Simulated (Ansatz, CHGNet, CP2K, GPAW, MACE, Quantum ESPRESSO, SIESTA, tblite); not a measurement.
**CP2K on W(100)/Au(100) interface (51 atoms): settings against a plane-wave reference**

Aim: run W(100)/Au(100) interface (51 atoms) in CP2K and see how near its forces come to a plane-wave reference, and at what cost.

Method: the method is named at each step, in CP2K 2026.2.

**1. The structure**

The cell holds 51 atoms: 24 W and 27 Au. Cell: a = 8.952 Å, b = 8.952 Å, c = 22.049 Å, α = 90.0°, β = 90.0°, γ = 90.0°. Bcc W(100), 3 repeat layers, 8 surface cells, strained +0.00 and +0.00 %; fcc Au(100), 3 layers, 9 cells, +3.48 and +3.48 %; outer planes 2.92 Å apart, 12 Å of vacuum above; not relaxed, displaced by a Gaussian of 0.02 Å. Then every atom was moved at random, 0.05 Å r.m.s. a Cartesian component. Regions: W, 24 atoms (24 W); Au, 27 atoms (27 Au). Vacuum lies along c.

The yardstick, on the same geometry:

* method: Kohn-Sham DFT, PBE, PAW, plane waves (Ansatz 0.2.0); cutoff 420 eV, Γ point, fermi-dirac smearing of 0.05 eV; PAW set soft_2
* r.m.s. force component: 0.6451 eV/Å
* longest force: 2.029 eV/Å
* SCF cycles: 13
* time: 25 s on 8 threads of Arm Neoverse V1, shared host
* CPU time: 3 min

**2. PBE, DZVP-MOLOPT-SR, 350/50 Ry, diagonalisation**

Method: Kohn-Sham DFT, PBE, GTH-PBE pseudopotentials, Gaussian and plane waves, DZVP-MOLOPT-SR-GTH, diagonalisation.

input.inp

```
&GLOBAL
  PROJECT cell
  RUN_TYPE ENERGY_FORCE
  PRINT_LEVEL LOW
&END GLOBAL
&FORCE_EVAL
  METHOD QS
  &DFT
    BASIS_SET_FILE_NAME BASIS_MOLOPT
    POTENTIAL_FILE_NAME GTH_POTENTIALS
    &MGRID
      CUTOFF 350
      REL_CUTOFF 50
    &END MGRID
    &QS
      EPS_DEFAULT 1.0E-12
    &END QS
    &SCF
      SCF_GUESS ATOMIC
      EPS_SCF 1.0E-06
      MAX_SCF 200
      ADDED_MOS 44
      &DIAGONALIZATION
        ALGORITHM STANDARD
      &END DIAGONALIZATION
      &SMEAR ON
        METHOD FERMI_DIRAC
        ELECTRONIC_TEMPERATURE [K] 580
      &END SMEAR
      &MIXING
        METHOD BROYDEN_MIXING
        ALPHA 0.15
        NBROYDEN 8
      &END MIXING
      &PRINT
        &RESTART OFF
        &END RESTART
      &END PRINT
    &END SCF
    &XC
      &XC_FUNCTIONAL PBE
      &END XC_FUNCTIONAL
    &END XC
    &PRINT
      &MULLIKEN ON
      &END MULLIKEN
      &LOWDIN ON
      &END LOWDIN
      &MO ON
        EIGENVALUES T
        OCCUPATION_NUMBERS T
        MO_INDEX_RANGE 306 329
        &EACH
          QS_SCF 0
        &END EACH
        ADD_LAST NUMERIC
      &END MO
    &END PRINT
  &END DFT
  &SUBSYS
    &CELL
      A 8.95200 0.00000 0.00000
      B 0.00000 8.95200 0.00000
      C 0.00000 0.00000 22.04922
    &END CELL
    &COORD
      SCALED
      W 0.74248 0.75687 0.27079
      W 0.76173 0.49771 0.34124
      W 0.74931 0.74563 0.41362
      W 0.73904 0.24699 0.27461
      W 0.75356 0.99912 0.34326
      W 0.76011 0.25641 0.41512
      W 0.48862 0.50264 0.27374
      W 0.49392 0.26018 0.34704
      W 0.50134 0.50220 0.41205
      W 0.49949 0.00978 0.27419
      W 0.50251 0.75750 0.34532
      W 0.49403 0.00499 0.42103
      W 0.25102 0.75237 0.27131
      W 0.24292 0.50646 0.33962
      W 0.25533 0.73901 0.41718
      W 0.24681 0.24639 0.26985
      W 0.25535 0.99602 0.34144
      W 0.23959 0.25065 0.41794
      W 0.00623 0.50590 0.27283
      W 0.99403 0.25343 0.34286
      W 0.99744 0.49309 0.41350
      W 0.99544 0.99591 0.26806
      W 0.99275 0.75140 0.34239
      W 0.99644 0.98975 0.41651
      Au 0.39205 0.81893 0.54771
      Au 0.57103 0.98215 0.63866
      Au 0.72230 0.81413 0.73021
      Au 0.40207 0.14911 0.54718
      Au 0.57208 0.30899 0.63772
      Au 0.74016 0.15450 0.72547
      Au 0.39611 0.47596 0.55246
      Au 0.54981 0.65217 0.64097
      Au 0.72930 0.48191 0.72403
      Au 0.73998 0.81042 0.54667
      Au 0.89833 0.98426 0.63467
      Au 0.06331 0.81037 0.73299
      Au 0.73270 0.14806 0.54991
      Au 0.89899 0.30977 0.64041
      Au 0.06553 0.14662 0.73010
      Au 0.72646 0.47698 0.54449
      Au 0.90132 0.64298 0.63839
      Au 0.06651 0.48303 0.72886
      Au 0.06550 0.81333 0.54896
      Au 0.22754 0.98692 0.63682
      Au 0.38543 0.81340 0.72407
      Au 0.07374 0.15139 0.55159
      Au 0.24171 0.31597 0.63481
      Au 0.39199 0.15800 0.72060
      Au 0.06335 0.47064 0.55036
      Au 0.22332 0.65098 0.63769
      Au 0.39868 0.48756 0.73072
    &END COORD
    &KIND W
      BASIS_SET DZVP-MOLOPT-SR-GTH-q14
      POTENTIAL GTH-PBE-q14
    &END KIND
    &KIND Au
      BASIS_SET DZVP-MOLOPT-SR-GTH-q11
      POTENTIAL GTH-PBE-q11
    &END KIND
  &END SUBSYS
  &PRINT
    &FORCES ON
    &END FORCES
  &END PRINT
&END FORCE_EVAL
```

On the command line:

```
$ OMP_NUM_THREADS=2 cp2k.psmp -i input.inp > output.txt
```

Numbers of over 12 decimals in the logs are rounded to 6 here.

What it wrote:

```text
CP2K| version string:                                       CP2K version 2026.2
 CP2K| Input file name                                                 input.inp
 GLOBAL| Basis set file name                                        BASIS_MOLOPT
 GLOBAL| Potential file name                                      GTH_POTENTIALS
 GLOBAL| Run type                                                   ENERGY_FORCE
 GLOBAL| Total number of message passing processes                             1
 GLOBAL| Number of threads for this process                                    2
 TOTAL NUMBERS AND MAXIMUM NUMBERS
  Total number of            - Atomic kinds:                                   2
                             - Atoms:                                         51
                             - Shell sets:                                    51
                             - Shells:                                       381
                             - Primitive Cartesian functions:                279
                             - Cartesian basis functions:                   1554
                             - Spherical basis functions:                   1299
  Maximum angular momentum of- Orbital basis functions:                        3
                             - Local part of the GTH pseudopotential:          2
                             - Non-local part of the GTH pseudopotential:      4
 SCF PARAMETERS         Density guess:                                    ATOMIC
                        max_scf:                                             200
                        eps_scf:                                        1.00E-06
                        added MOs                                        44    0
                        Mixing method:                            BROYDEN_MIXING
                                                charge density mixing in g-space
                        Smear method:                                FERMI_DIRAC
                        Electronic temperature [K]:                        580.0
                        Electronic temperature [a.u.]:                  1.84E-03
                        Accuracy threshold:                             1.00E-10
 Extrapolation method: initial_guess
 Number of electrons:                                                        633
 Number of occupied orbitals:                                                317
 Number of molecular orbitals:                                               361
 Number of orbital functions:                                               1299
 Number of independent orbital functions:                                   1299
 SCF WAVEFUNCTION OPTIMIZATION
  Step     Update method      Time    Convergence         Total energy    Change
     1 NoMix/Diag. 0.15E+00    7.0     1.30299605     -2541.9419243989 -2.54E+03
     2 Broy./Diag. 0.15E+00    9.7     0.24962817     -2568.7770582637 -2.68E+01
     3 Broy./Diag. 0.15E+00    9.7     0.16701239     -2556.0242165826  1.28E+01
     4 Broy./Diag. 0.15E+00    9.8     0.18513693     -2550.4695463418  5.55E+00
     5 Broy./Diag. 0.15E+00   10.0     0.15212047     -2542.0537670492  8.42E+00
     6 Broy./Diag. 0.15E+00   10.3     0.09711987     -2536.5269156208  5.53E+00
     7 Broy./Diag. 0.15E+00    9.8     0.06101321     -2534.0443047113  2.48E+00
[...]
54 Broy./Diag. 0.15E+00   10.0     0.00000132     -2534.3259646970 -7.26E-06
    55 Broy./Diag. 0.15E+00   10.0     0.00000107     -2534.3259468057  1.79E-05
    56 Broy./Diag. 0.15E+00   10.1     0.00000064     -2534.3259313825  1.54E-05
  *** SCF run converged in    56 steps ***
  Electronic density on regular grids:       -633.0000000000        0.0000000000
  Core density on regular grids:              632.9999999992       -0.0000000008
  Total charge density on r-space grids:       -0.0000000008
  Total charge density g-space grids:          -0.0000000008
  Overlap energy of the core charge distribution:               2.73168e-07
  Self energy of the core charge distribution:              -4019.399219
  Core Hamiltonian energy:                                   1025.437479
  Hartree energy:                                             784.191411
  Exchange-correlation energy:                               -324.534662
  Electronic entropic energy:                                  -0.020942
  Fermi energy:                                                 0.133096
  Total energy:                                             -2534.325931
  Total energy (extrapolated to T->0):                      -2534.315461
 MO| EIGENVALUES AND OCCUPATION NUMBERS
 MO|
 MO|  Index      Eigenvalue [a.u.]        Eigenvalue [eV]             Occupation
 MO|    306               0.120399               3.276210               1.998012
 MO|    307               0.120614               3.282087               1.997764
 MO|    308               0.122057               3.321347               1.995103
 MO|    309               0.123940               3.372581               1.986410
 MO|    310               0.126029               3.429417               1.958228
 MO|    311               0.126095               3.431222               1.956725
[...]
MO|    327               0.151145               4.112852               0.000108
 MO|    328               0.155208               4.223423               0.000012
 MO|    329               0.156928               4.270215               0.000005
 MO| Sum:                                                             633.000000
 MO| E(Fermi):            0.133096 a.u.          3.621721 eV
 !-----------------------------------------------------------------------------!
                     Mulliken Population Analysis
 #  Atom  Element  Kind  Atomic population                           Net charge
       1     W        1         13.952979                              0.047021
       2     W        1         14.115360                             -0.115360
       3     W        1         13.855411                              0.144589
       4     W        1         13.951006                              0.048994
       5     W        1         14.095766                             -0.095766
       6     W        1         13.827737                              0.172263
[...]
# Total charge                            633.000000                  0.000000
 !-----------------------------------------------------------------------------!
 LOWDIN POPULATION ANALYSIS
 #  Atom  Element  Kind  Atomic population                           Net charge
[...]
49     Au       2         11.265718                             -0.265718
      50     Au       2         11.156401                             -0.156401
      51     Au       2         10.927612                              0.072388
 # Total charge                            633.000000                  0.000000
 ENERGY| Total FORCE_EVAL ( QS ) energy [hartree]          -2534.325930
 FORCES| Atomic forces [hartree/bohr]
 FORCES|   Atom     x               y               z               |f|
 FORCES|      1  1.51182038E-03  1.38257471E-02  3.59712035E-02   3.85663631E-02
 FORCES|      2 -3.72585304E-02  1.03293593E-02  2.69116468E-06   3.86638559E-02
 FORCES|      3  5.22150566E-03  4.05569126E-03 -8.25887056E-03   1.05793051E-02
 FORCES|      4 -8.46732486E-03 -1.38142627E-02  3.06027095E-02   3.46273775E-02
 FORCES|      5 -1.24242345E-02  8.96034822E-03  8.27966273E-03   1.74127039E-02
 FORCES|      6  9.37583531E-03  2.20661810E-03 -1.04902110E-02   1.42414879E-02
[...]
FORCES|     49 -3.58995780E-03  7.16388830E-03 -2.91918544E-02   3.02716609E-02
 FORCES|     50  1.99253649E-03 -3.50479599E-03  4.16583115E-03   5.79723605E-03
 FORCES|     51 -4.02898290E-03 -4.61223415E-03 -1.04821809E-03   6.21322527E-03
 FORCES| Sum     1.09019289E-04 -1.25942992E-04 -1.58094711E-04
 FORCES| Total atomic force                                       2.29653609E-04
```

It took 10 min on 2 threads of Arm Neoverse V1, shared host; peak memory 2.4 GiB.

Banners, paths, timers and routine set-up lines are dropped from the logs unmarked, and long logs keep their key lines alone; longer cuts are marked.

Compared with the plane-wave run:

* r.m.s. force component: 0.72 eV/Å
* r.m.s. difference of force components: 145.9 meV/Å
* longest difference of force vectors: 516.9 meV/Å
* force difference over r.m.s. force: 22.61 %
* slope of forces against the reference's: 1.097
* correlation of force components: 0.9831

Length of the force difference by element (eV/Å):

| element | atoms | mean | most |
| --- | --- | --- | --- |
| Au | 27 | 0.30 | 0.52 |
| W | 24 | 0.11 | 0.19 |

A closer look about W12, whose charge lies farthest from its element's mean: 12 atoms, nearest first, numbered in the order of the input, with positions taken from that point.

| atom | x | y | z | distance (Å) | Mulliken charge (e) | Fx | Fy | Fz (eV/Å) |
| --- | --- | --- | --- | --- | --- | --- | --- | --- |
| W12 | 0.00 | 0.00 | 0.00 | 0.00 | 0.20 | -0.62 | 0.28 | -1.30 |
| W17 | -2.14 | -0.08 | -1.75 | 2.77 | -0.12 | -1.20 | 0.89 | 1.23 |
| W11 | 0.08 | -2.22 | -1.67 | 2.78 | -0.11 | -0.12 | -0.90 | -0.13 |
| W8 | 0.00 | 2.28 | -1.63 | 2.81 | -0.11 | 0.42 | -1.09 | -0.18 |
| W5 | 2.32 | -0.05 | -1.71 | 2.89 | -0.10 | -0.64 | 0.46 | 0.43 |
| W18 | -2.28 | 2.20 | -0.07 | 3.17 | 0.18 | -0.09 | -0.19 | -0.80 |
| Au28 | -0.82 | 1.29 | 2.78 | 3.17 | -0.07 | 0.18 | -0.32 | -1.54 |
| W15 | -2.14 | -2.38 | -0.08 | 3.20 | 0.17 | 0.67 | 0.29 | -0.95 |
| W10 | 0.05 | 0.04 | -3.24 | 3.24 | 0.03 | 0.42 | 1.08 | 1.40 |
| W3 | 2.29 | -2.32 | -0.16 | 3.26 | 0.14 | 0.27 | 0.21 | -0.42 |
| W6 | 2.38 | 2.25 | -0.13 | 3.28 | 0.17 | 0.48 | 0.11 | -0.54 |
| Au25 | -0.91 | -1.67 | 2.79 | 3.38 | -0.07 | 0.31 | -0.07 | -1.17 |

Forces lie 23 % from the reference's, at 6.4 times its CPU time (on 2 against 8 cores).

The difference per atom is largest on Au (0.30 eV/Å on average, against 0.11 on W).

**3. PBE, TZV2P-UZH, 350/50 Ry, diagonalisation**

Method: Kohn-Sham DFT, PBE, GTH-PBE pseudopotentials, Gaussian and plane waves, TZV2P-MOLOPT (UZH set), diagonalisation.

Changes to input.inp since step 2:

```diff
@@ -8,4 +8,4 @@
   &DFT
-    BASIS_SET_FILE_NAME BASIS_MOLOPT
-    POTENTIAL_FILE_NAME GTH_POTENTIALS
+    BASIS_SET_FILE_NAME BASIS_MOLOPT_UZH
+    POTENTIAL_FILE_NAME POTENTIAL_UZH
     &MGRID
@@ -70,3 +70,3 @@
     &KIND W
-      BASIS_SET DZVP-MOLOPT-SR-GTH-q14
+      BASIS_SET TZV2P-MOLOPT-PBE-GTH-q14
       POTENTIAL GTH-PBE-q14
@@ -74,3 +74,3 @@
     &KIND Au
-      BASIS_SET DZVP-MOLOPT-SR-GTH-q11
+      BASIS_SET TZV2P-MOLOPT-PBE-GTH-q11
       POTENTIAL GTH-PBE-q11
```

On the command line:

```
$ OMP_NUM_THREADS=1 mpirun -np 4 cp2k.psmp -i input.inp > output.txt
```

What it wrote:

```text
CP2K| version string:                                       CP2K version 2026.2
 CP2K| Input file name                                                 input.inp
 GLOBAL| Basis set file name                                    BASIS_MOLOPT_UZH
 GLOBAL| Potential file name                                       POTENTIAL_UZH
[... lines left out ...]
                        Smear method:                                FERMI_DIRAC
[... lines left out ...]
 Number of electrons:                                                        633
[... lines left out ...]
  Step     Update method      Time    Convergence         Total energy    Change
[... lines left out ...]
  *** SCF run converged in    47 steps ***
[... lines left out ...]
  Fermi energy:                                                 0.133196
  Total energy:                                             -2529.043136
  Total energy (extrapolated to T->0):                      -2529.032676
[... lines left out ...]
 MO| E(Fermi):            0.133196 a.u.          3.624438 eV
[... lines left out ...]
      50     Au       2         11.149960                             -0.149960
      51     Au       2         10.862712                              0.137288
 # Total charge                            633.000000                  0.000000
 ENERGY| Total FORCE_EVAL ( QS ) energy [hartree]          -2529.043130
 FORCES| Atomic forces [hartree/bohr]
 FORCES|   Atom     x               y               z               |f|
 FORCES|      1  1.62540553E-03  1.35489787E-02  3.54529439E-02   3.79885246E-02
 FORCES|      2 -3.73915354E-02  1.03932749E-02  4.57860252E-05   3.88091378E-02
 FORCES|      3  5.09077162E-03  3.95160605E-03 -7.71994998E-03   1.00562803E-02
[...]
FORCES|     50  2.08577176E-03 -3.33410113E-03  4.63798977E-03   6.08092290E-03
 FORCES|     51 -3.91440625E-03 -4.34608502E-03 -3.48169780E-03   6.80685323E-03
 FORCES| Sum     1.13570302E-04 -1.83089033E-04 -1.84071016E-04
 FORCES| Total atomic force                                       2.83375981E-04
```

Wall time 8.3 min (4 MPI ranks); peak memory 6.8 GiB.

Numbers from this run, and their distance from the reference:

| Property | Result |
| --- | --- |
| r.m.s. force component | 0.6994 eV/Å |
| r.m.s. difference of force components | 105.3 meV/Å |
| longest difference of force vectors | 379.8 meV/Å |
| force difference over r.m.s. force | 16.32 % |
| slope of forces against the reference's | 1.074 |
| correlation of force components | 0.991 |

Against the first run (23 %), the force difference from the reference is 16 %, at 1.7 times the CPU time (on 4 against 2 cores), with 2115 basis functions against 1299; this set comes with other potentials too, so the change isn't the basis's alone.

[end of part 1 of 2]

[Also dropped from logs without a mark: logging warnings of Python, and SIESTA's first energy breakdown and zero terms.]

[Logs are printed without paths, hosts, clocks, repeated set-up lines and the standing remarks that a program may print on its own settings, such as how far it seeks lower states.]

[Hosts, paths, dates, database ids (printed as entryN), source tags and the programs' standing remarks are cut or masked in the printed files.]
